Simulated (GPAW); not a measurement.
# How KCl (Sylvite) absorbs and reflects light

Wanted: where KCl (Sylvite) starts to absorb, how strongly, and its refractive index.

Calculated with GPAW 26.7.0; DFT, PBE, plane-wave PAW (GPAW data sets), scalar-relativistic, RPA, optical limit.

**1. The starting structure**

Symmetry: Fm-3m, No. 225, cubic system. Conventional cell: a = 6.293 Å, b = 6.293 Å, c = 6.293 Å, α = 90.00°, β = 90.00°, γ = 90.00°. Nearest to K lie 6 Cl at 3.15 Å. Nearest to Cl lie 6 K at 3.15 Å. Farther neighbours and most contacts between anions are not listed.

As a file:

```
K Cl
1.0
     0.00000    3.14647    3.14647
     3.14647    0.00000    3.14647
     3.14647    3.14647    0.00000
K Cl
1 1
Direct
  0.00000 0.00000 0.00000
  0.50000 0.50000 0.50000
```

**2. Ground state**

The self-consistent density comes first; it also tells whether there is a gap, which decides the occupations and the need for a Drude term.

This step: DFT, PBE, plane-wave PAW (GPAW data sets), scalar-relativistic, ground state (GPAW 26.7.0).

gs.py

```python
from ase import Atoms
from ase.dft.bandgap import bandgap
from gpaw import GPAW, PW, FermiDirac

atoms = Atoms(['K', 'Cl'],
              cell=[[0.000000000000, 3.146470000000, 3.146470000000],
                    [3.146470000000, 0.000000000000, 3.146470000000],
                    [3.146470000000, 3.146470000000, 0.000000000000]],
              scaled_positions=[[0.000000000000, 0.000000000000, 0.000000000000],
                                [0.500000000000, 0.500000000000, 0.500000000000]],
              pbc=[True, True, True])
atoms.calc = GPAW(mode=PW(500), xc='PBE', kpts={'size': (6, 6, 6), 'gamma': True},
                  occupations=FermiDirac(0.05), maxiter=150, txt='gs.txt')
print('energy (eV)', atoms.get_potential_energy())
print('Fermi level (eV)', atoms.calc.get_fermi_level())
print('valence electrons', atoms.calc.get_number_of_electrons())
print('gap (eV)', bandgap(atoms.calc, output=None)[0])
print('direct gap (eV)', bandgap(atoms.calc, direct=True, output=None)[0])
atoms.calc.write('gs.gpw')
```

Run with:

```sh
$ OMP_NUM_THREADS=1 python gs.py
```

Numbers of over 12 decimals in the logs are rounded to 6 here.

Log:

```text
__  _  _
 | _ |_)|_||  |
 |__||  | ||/\| - 26.7.0

Versions:
  Python: 3.12.14
  ASE:    3.29.0
  Numpy:  2.5.5
  Scipy:  1.18.1
  Libxc:  7.0.0

Input parameters:
  mode=PW(ecut=500.0),
  kpts=MonkhorstPack(size=(6, 6, 6), gamma=True),
  maxiter=150,
  occupations=Occupations(name='fermi-dirac', width=0.05, fixmagmom=False),
  xc=XC(name='PBE')

Diagonalizing LCAO Hamiltonian
Converting LCAO to pw mode

                 Cl

       K

Atoms  # Å, Bohr magnetons
|   | symbol |        x |        y |        z |    initial magnetic moments |
| 0 |      K | 0.000000 | 0.000000 | 0.000000 | ( 0.0000,  0.0000,  0.0000) |
| 1 |     Cl | 3.146470 | 3.146470 | 3.146470 | ( 0.0000,  0.0000,  0.0000) |

Unit cell  # Å
| periodic |        x |        y |        z |  lengths |    angles |
|      yes | 0.000000 | 3.146470 | 3.146470 | 4.449781 | 60.000000 |
|      yes | 3.146470 | 0.000000 | 3.146470 | 4.449781 | 60.000000 |
|      yes | 3.146470 | 3.146470 | 0.000000 | 4.449781 | 60.000000 |

Number of symmetries: 48
Symmetry operations  # r_c * U_cc + t_c -> r_c
|    | kind |            matrix            |
|  0 |  σ   |  1, 0, 0,  1, 0,-1,  1,-1, 0 |
|  1 |  C2  |  1, 0, 0,  1,-1, 0,  1, 0,-1 |
|  2 |  E   |  1, 0, 0,  0, 1, 0,  0, 0, 1 |
|  3 |  σ   |  1, 0, 0,  0, 0, 1,  0, 1, 0 |
|  4 |  C4  |  1, 0,-1,  1, 0, 0,  1,-1, 0 |
|  5 |  S6  |  1, 0,-1,  1,-1, 0,  1, 0, 0 |
|  6 |  σ   |  1, 0,-1,  0, 1,-1,  0, 0,-1 |
|  7 |  C3  |  1, 0,-1,  0, 0,-1,  0, 1,-1 |
|  8 |  S6  |  1,-1, 0,  1, 0, 0,  1, 0,-1 |
|  9 |  C4  |  1,-1, 0,  1, 0,-1,  1, 0, 0 |
| 10 |  C3  |  1,-1, 0,  0,-1, 1,  0,-1, 0 |
| 11 |  σ   |  1,-1, 0,  0,-1, 0,  0,-1, 1 |
| 12 |  σ   |  0, 1, 0,  1, 0, 0,  0, 0, 1 |
| 13 |  C4  |  0, 1, 0,  0, 1,-1, -1, 1, 0 |
| 14 |  C3  |  0, 1, 0,  0, 0, 1,  1, 0, 0 |
| 15 |  S6  |  0, 1, 0, -1, 1, 0,  0, 1,-1 |
| 16 |  C2  |  0, 1,-1,  1, 0,-1,  0, 0,-1 |
| 17 |  σ   |  0, 1,-1,  0, 1, 0, -1, 1, 0 |
| 18 |  S4  |  0, 1,-1,  0, 0,-1,  1, 0,-1 |
| 19 |  C4  |  0, 1,-1, -1, 1, 0,  0, 1, 0 |
| 20 |  C3  |  0, 0, 1,  1, 0, 0,  0, 1, 0 |
| 21 |  σ   |  0, 0, 1,  0, 1, 0,  1, 0, 0 |
| 22 |  S6  |  0, 0, 1,  0,-1, 1, -1, 0, 1 |
| 23 |  C4  |  0, 0, 1, -1, 0, 1,  0,-1, 1 |
| 24 |  S4  |  0, 0,-1,  1, 0,-1,  0, 1,-1 |
| 25 |  C3  |  0, 0,-1,  0, 1,-1,  1, 0,-1 |
| 26 |  C2  |  0, 0,-1,  0,-1, 0, -1, 0, 0 |
| 27 |  S6  |  0, 0,-1, -1, 0, 0,  0,-1, 0 |
| 28 |  S4  |  0,-1, 1,  1,-1, 0,  0,-1, 0 |
| 29 |  C4  |  0,-1, 1,  0, 0, 1, -1, 0, 1 |
| 30 |  C2  |  0,-1, 1,  0,-1, 0,  1,-1, 0 |
| 31 |  σ   |  0,-1, 1, -1, 0, 1,  0, 0, 1 |
| 32 |  C3  |  0,-1, 0,  1,-1, 0,  0,-1, 1 |
| 33 |  S6  |  0,-1, 0,  0, 0,-1, -1, 0, 0 |
| 34 |  S4  |  0,-1, 0,  0,-1, 1,  1,-1, 0 |
| 35 |  C2  |  0,-1, 0, -1, 0, 0,  0, 0,-1 |
| 36 |  C2  | -1, 1, 0,  0, 1, 0,  0, 1,-1 |
| 37 |  S6  | -1, 1, 0,  0, 1,-1,  0, 1, 0 |
| 38 |  S4  | -1, 1, 0, -1, 0, 1, -1, 0, 0 |
| 39 |  C3  | -1, 1, 0, -1, 0, 0, -1, 0, 1 |
| 40 |  S6  | -1, 0, 1,  0, 0, 1,  0,-1, 1 |
| 41 |  C2  | -1, 0, 1,  0,-1, 1,  0, 0, 1 |
| 42 |  C3  | -1, 0, 1, -1, 1, 0, -1, 0, 0 |
| 43 |  S4  | -1, 0, 1, -1, 0, 0, -1, 1, 0 |
| 44 |  C2  | -1, 0, 0,  0, 0,-1,  0,-1, 0 |
| 45 |  i   | -1, 0, 0,  0,-1, 0,  0, 0,-1 |
| 46 |  σ   | -1, 0, 0, -1, 1, 0, -1, 0, 1 |
| 47 |  C2  | -1, 0, 0, -1, 0, 1, -1, 1, 0 |

BZ-sampling:
  Number of BZ points: 216
  Number of IBZ points: 16

  Monkhorst-Pack size: [6, 6, 6]
  Monkhorst-Pack shift: [0.083333, 0.083333, 0.083333]

K-points  # in reciprocal-cell coordinates
|     |                                coordinates |     weight |
|   0 | (  0.00000000,   0.00000000,   0.00000000) | 0.00462963 |
|   1 | (  0.16666667,   0.16666667,   0.00000000) | 0.02777778 |
|   2 | (  0.16666667,   0.16666667,   0.16666667) | 0.03703704 |
|   3 | (  0.33333333,   0.16666667,   0.16666667) | 0.05555556 |
|   4 | (  0.33333333,   0.33333333,  -0.33333333) | 0.05555556 |
|   5 | (  0.33333333,   0.33333333,   0.00000000) | 0.02777778 |
|   6 | (  0.33333333,   0.33333333,   0.16666667) | 0.11111111 |
|   7 | (  0.33333333,   0.33333333,   0.33333333) | 0.03703704 |
|   8 | (  0.50000000,   0.33333333,  -0.33333333) | 0.11111111 |
|   9 | (  0.50000000,   0.33333333,  -0.16666667) | 0.05555556 |
| ... |                                            |            |
|  15 | (  0.50000000,   0.50000000,   0.50000000) | 0.01851852 |

Plane wave coefficients: 1596
Cutoff: 500.0 eV

Spin-components: 1 (collinear spins)
Bands:           9
Projectors:      10
Spin-degeneracy: 2
Datatype:        complex128

Parallelization:
  kpt:    1
  domain: 1
  band:   1

Density:
  Valence electrons: 16.0
  Components: 1
  Grid points: [24 24 24]
  Charge: 0.0  # |e|

Potential:
  Grid points: [24 24 24]

species:
  K:
    name:    Potassium
    id:
    Z:       19.0
    valence: 9
    core:    10
    charge:  0.0  # [|e|]
    compensation charges:
      type: gauss
      rc: 0.35  # [Å]
      lmax: 2
    cutoffs:
      filter: 1.91  # [Å]
      core: 1.27  # [Å]
    projectors
    | kind |    occ | energy [eV] | rcut [Å] |
    |   3s |  2.000 |     -35.338 |    1.122 |
    |   4s |  1.000 |      -2.319 |    1.122 |
    |   3p |  6.000 |     -18.813 |    1.106 |
    |    p |        |       8.398 |    1.106 |
    |    d |        |       0.000 |    0.937 |

    Using partial waves for K as LCAO basis

  Cl:
    name:    Chlorine
    id:
    Z:       17.0
    valence: 7
    core:    10
    charge:  0.0  # [|e|]
    compensation charges:
      type: gauss
      rc: 0.25  # [Å]
      lmax: 2
    cutoffs:
      filter: 1.40  # [Å]
      core: 1.49  # [Å]
    projectors
    | kind |    occ | energy [eV] | rcut [Å] |
    |   3s |  2.000 |     -20.689 |    0.794 |
    |   3p |  5.000 |      -8.594 |    0.794 |
    |    s |        |       6.523 |    0.794 |
    |    p |        |      18.617 |    0.794 |
    |    d |        |       0.000 |    0.794 |

    Using partial waves for Cl as LCAO basis

Reference energy: -28937.202614  # eV

eigensolver:
  PPCG
  Converge bands: occupied
  niter=2

density mixing:
  MSR1-Mixer
  Pratt-step length: 0.05
  Maximum mixing coefficient: 0.75
  Old densities: 10
  SVD Regularization: 0.005
  Good broyden scale: 1.0
  Trust region scale: 1.0
  Backstep threshold: 4.0
  History deletion threshold: 6.0
  Fourier metric: weight=20.0, sigma=0.015

occupation numbers:
  Fermi-Dirac:
    width: 0.0500  # eV

poisson solver:
  ecut: 4000.0  # eV

xc functional:
  name: PBE with 2 nearest neighbor stencil

convergence criteria:
- Maximum [total energy] change in last 3 cyles: 0.0005 eV / valence electron
- Maximum integral of absolute [dens]ity change: 0.0001 electrons / valence electron
- Maximum integral of absolute [eigenst]ate change: 4e-08 eV^2 / valence electron
maximum number of iterations: 150

SCF iterations
|iter     |      energy | eigst |  dens |
|iter:   1||   -7.140288 | -0.29 |       |
|iter:   2||   -7.102072 | -2.31 | -1.28 |
|iter:   3||   -6.950580 | -1.29 | -1.32 |
|iter:   4||   -6.952766 | -2.63 | -1.67 |
|iter:   5||   -6.955833c| -3.73 | -2.04 |
|iter:   6||   -6.956149c| -4.88 | -2.68 |
|iter:   7||   -6.956167c| -6.15 | -3.45 |
|iter:   8||   -6.956169c| -7.05 | -3.96 |
|iter:   9||   -6.956169c| -7.70c| -5.05c|

Converged in 9 steps
SCF loop duration: 4.403 s (0.489 s/step)
Energy contributions relative to reference atoms: (reference = -28937.202614)

Energy contributions:
  Kinetic:           3.917003
  Coulomb:          -3.194427
  Zero:             -0.647151
  External:          0.000000
  Xc:               -7.031594
  Entropy:          -0.000000
  Spinorbit:         0.000000
  ----------------------------
  Free energy:      -6.956169
  Extrapolated:     -6.956169

dipole moment: (-22.928951, -22.928951, -22.928951)  # |e|*Ang

Fermi level: 1.678
Eigenvalues  # (at kpt = [0.000, 0.000, 0.000])
| band index |      eig [eV] | occ [0-2] |
|          0 |       -27.497 |     2.000 |
|          1 |       -12.443 |     2.000 |
|          2 |       -10.991 |     2.000 |
|          3 |       -10.991 |     2.000 |
|          4 |       -10.991 |     2.000 |
|          5 |        -0.329 |     2.000 |
|          6 |        -0.329 |     2.000 |
|          7 |        -0.329 |     2.000 |
|          8 |         4.864 |     0.000 |

Gap: 5.193 eV
Transition (v -> c):
  (s=0, k=0, n=7, [0.00, 0.00, 0.00]) -> (s=0, k=0, n=8, [0.00, 0.00, 0.00])
No difference between direct/indirect transitions

--- standard output ---
energy (eV) -6.956169
Fermi level (eV) 1.678373
valence electrons 16.0
gap (eV) 5.193027
direct gap (eV) 5.193027
```

Run time: 6 s. Hardware: 1 thread of Arm Neoverse V1, shared host; peak memory 0.14 GiB.

Numbers from this step:

- energy: -6.956 eV
- Fermi energy: 1.678 eV
- gap on the k-mesh: 5.193 eV
- direct gap on the mesh: 5.193 eV
- electrons: 16

There is a gap, 5.19 eV on this mesh (points off the mesh can give less), so no carriers' term is needed.

**3. Bands for the response**

The response needs many more empty bands than the density does.

This step: DFT, PBE, plane-wave PAW (GPAW data sets), scalar-relativistic, bands at fixed density (GPAW 26.7.0).

nscf.py

```python
from ase.dft.bandgap import bandgap
from gpaw import GPAW, FermiDirac

calc = GPAW('gs.gpw').fixed_density(kpts={'size': (10, 10, 10), 'gamma': True}, nbands=45, convergence={'bands': 39},
                                    occupations=FermiDirac(0.001), txt='nscf.txt')
print('gap (eV)', bandgap(calc, output=None)[0])
print('direct gap (eV)', bandgap(calc, direct=True, output=None)[0])
print('top band over the Fermi level (eV)', min(calc.get_eigenvalues(kpt=k)[38] for k in range(len(calc.get_ibz_k_points()))) - calc.get_fermi_level())
calc.write('full.gpw', mode='all')
```

Run with:

```sh
$ OMP_NUM_THREADS=1 python nscf.py
```

Log:

```text
Diagonalizing LCAO Hamiltonian
Converting LCAO to pw mode
convergence criteria:
- Maximum integral of absolute [eigenst]ate change: 4e-08 eV^2 / valence electron
maximum number of iterations: 150

SCF iterations
|iter     |      energy | eigst |  dens |
|iter:   1||             | +3.76 |       |
|iter:   2||             | +2.45 |       |
|iter:   3||             | +1.34 |       |
|iter:   4||             | +0.30 |       |
|iter:   5||             | -0.63 |       |
|iter:   6||             | -1.58 |       |
|iter:   7||             | -2.49 |       |
|iter:   8||             | -3.27 |       |
|iter:   9||             | -3.85 |       |
|iter:  10||             | -4.35 |       |
|iter:  11||             | -4.70 |       |
|iter:  12||             | -5.05 |       |
|iter:  13||             | -5.32 |       |
|iter:  14||             | -5.63 |       |
|iter:  15||             | -5.85 |       |
|iter:  16||             | -6.08 |       |
|iter:  17||             | -6.27 |       |
|iter:  18||             | -6.45 |       |
|iter:  19||             | -6.62 |       |
|iter:  20||             | -6.77 |       |
|iter:  21||             | -6.92 |       |
|iter:  22||             | -7.04 |       |
|iter:  23||             | -7.34 |       |
|iter:  24||             | -7.47c|       |
SCF steps: 24
  __  _  _
 | _ |_)|_||  |
 |__||  | ||/\| - 26.7.0

Versions:
  Python: 3.12.14
  ASE:    3.29.0
  Numpy:  2.5.5
  Scipy:  1.18.1
  Libxc:  7.0.0

Input parameters:
  mode=PW(ecut=500.0),
  convergence={'bands': 39},
  gpts=array([24, 24, 24]),
  kpts=MonkhorstPack(size=(10, 10, 10), gamma=True),
  maxiter=150,
  nbands=45,
  occupations=Occupations(name='fermi-dirac', width=0.001, fixmagmom=False),
  parallel={},
  xc=XC(name='PBE')

--- standard output ---
gap (eV) 5.193027
direct gap (eV) 5.193027
top band over the Fermi level (eV) 29.613248
```

The job ended after 1.9 min (1 thread; peak memory 0.21 GiB).

**4. Dielectric function, RPA**

Local fields let the induced charge screen the field inside the cell, which as a rule lowers ε, most along directions where the density is uneven.

This step: DFT, PBE, plane-wave PAW (GPAW data sets), scalar-relativistic, RPA, optical limit (GPAW 26.7.0).

df.py

```python
from gpaw.response.df import DielectricFunction

df = DielectricFunction('full.gpw', frequencies={'type': 'nonlinear', 'domega0': 0.03, 'omega2': 8},
                        ecut=60,
                        eta=0.1,
                        nbands=39,
                        txt='df.txt')
for direction in ['x']:
    df.get_dielectric_function(xc='RPA', direction=direction, filename=f'df_{direction}.csv')
```

Run with:

```sh
$ OMP_NUM_THREADS=1 python df.py
```

Log:

```text
Using integrator: PointIntegrator
NonLinearFrequencyDescriptor(from 0.000 to 64.819 eV, 497 points)
Nonperiodic BCs:  [False False False]
Using integrator: PointIntegrator
NonLinearFrequencyDescriptor(from 0.000 to 64.819 eV, 497 points)
Nonperiodic BCs:  [False False False]

Calculating chi0 body with:
    Ground state adapter containing:
    Number of spins: 1
    Number of kpoints: 1000
    Number of irreducible kpoints: 47
    Number of completely occupied states: 8
    Number of partially occupied states: 8

    Linear response parametrization:
    q_c: [0.0, 0.0, 0.0]
    Number of frequency points: 497
    Planewave cutoff: 60.0
    Number of bands: 39
    Number of planewaves: 59
    Broadening (eta): 0.1

Integrating chi0 body.

Symmetries of q_c:
    Direct symmetries (Uq -> q): 48
    Indirect symmetries (TUq -> q): 0
In total 48 allowed symmetries.

47 groups of equivalent kpoints. 95.3% reduction.

Integral kind: spectral function

Calculating chi0 optical extensions with:
    Ground state adapter containing:
    Number of spins: 1
    Number of kpoints: 1000
    Number of irreducible kpoints: 47
    Number of completely occupied states: 8
    Number of partially occupied states: 8

    Linear response parametrization:
    Number of frequency points: 497
    Planewave cutoff: 60.0
    Number of bands: 39
    Number of planewaves: 59
    Broadening (eta): 0.1
Integrating chi0 head and wings.

Symmetries of q_c:
    Direct symmetries (Uq -> q): 48
    Indirect symmetries (TUq -> q): 0
In total 48 allowed symmetries.

47 groups of equivalent kpoints. 95.3% reduction.

Integral kind: spectral function wings
```

Wall time 14 s (1 thread); peak memory 0.28 GiB.

Read-outs, printed or worked out from the files:

* electronic dielectric constant ε∞, mean over x, y and z (by symmetry where fewer were run): 2.168
* main peak of Im epsilon, first axis: 8.005 eV

[end of part 1 of 2]

[Machine, clock and banner lines and Python warnings are left out of the logs.]

[Logs are printed without paths, hosts, clocks, repeated set-up lines and the standing remarks that a program may print on its own settings, such as how far it seeks lower states.]

[Hosts, paths, dates, database ids (printed as entryN), source tags and the programs' standing remarks are cut or masked in the printed files.]
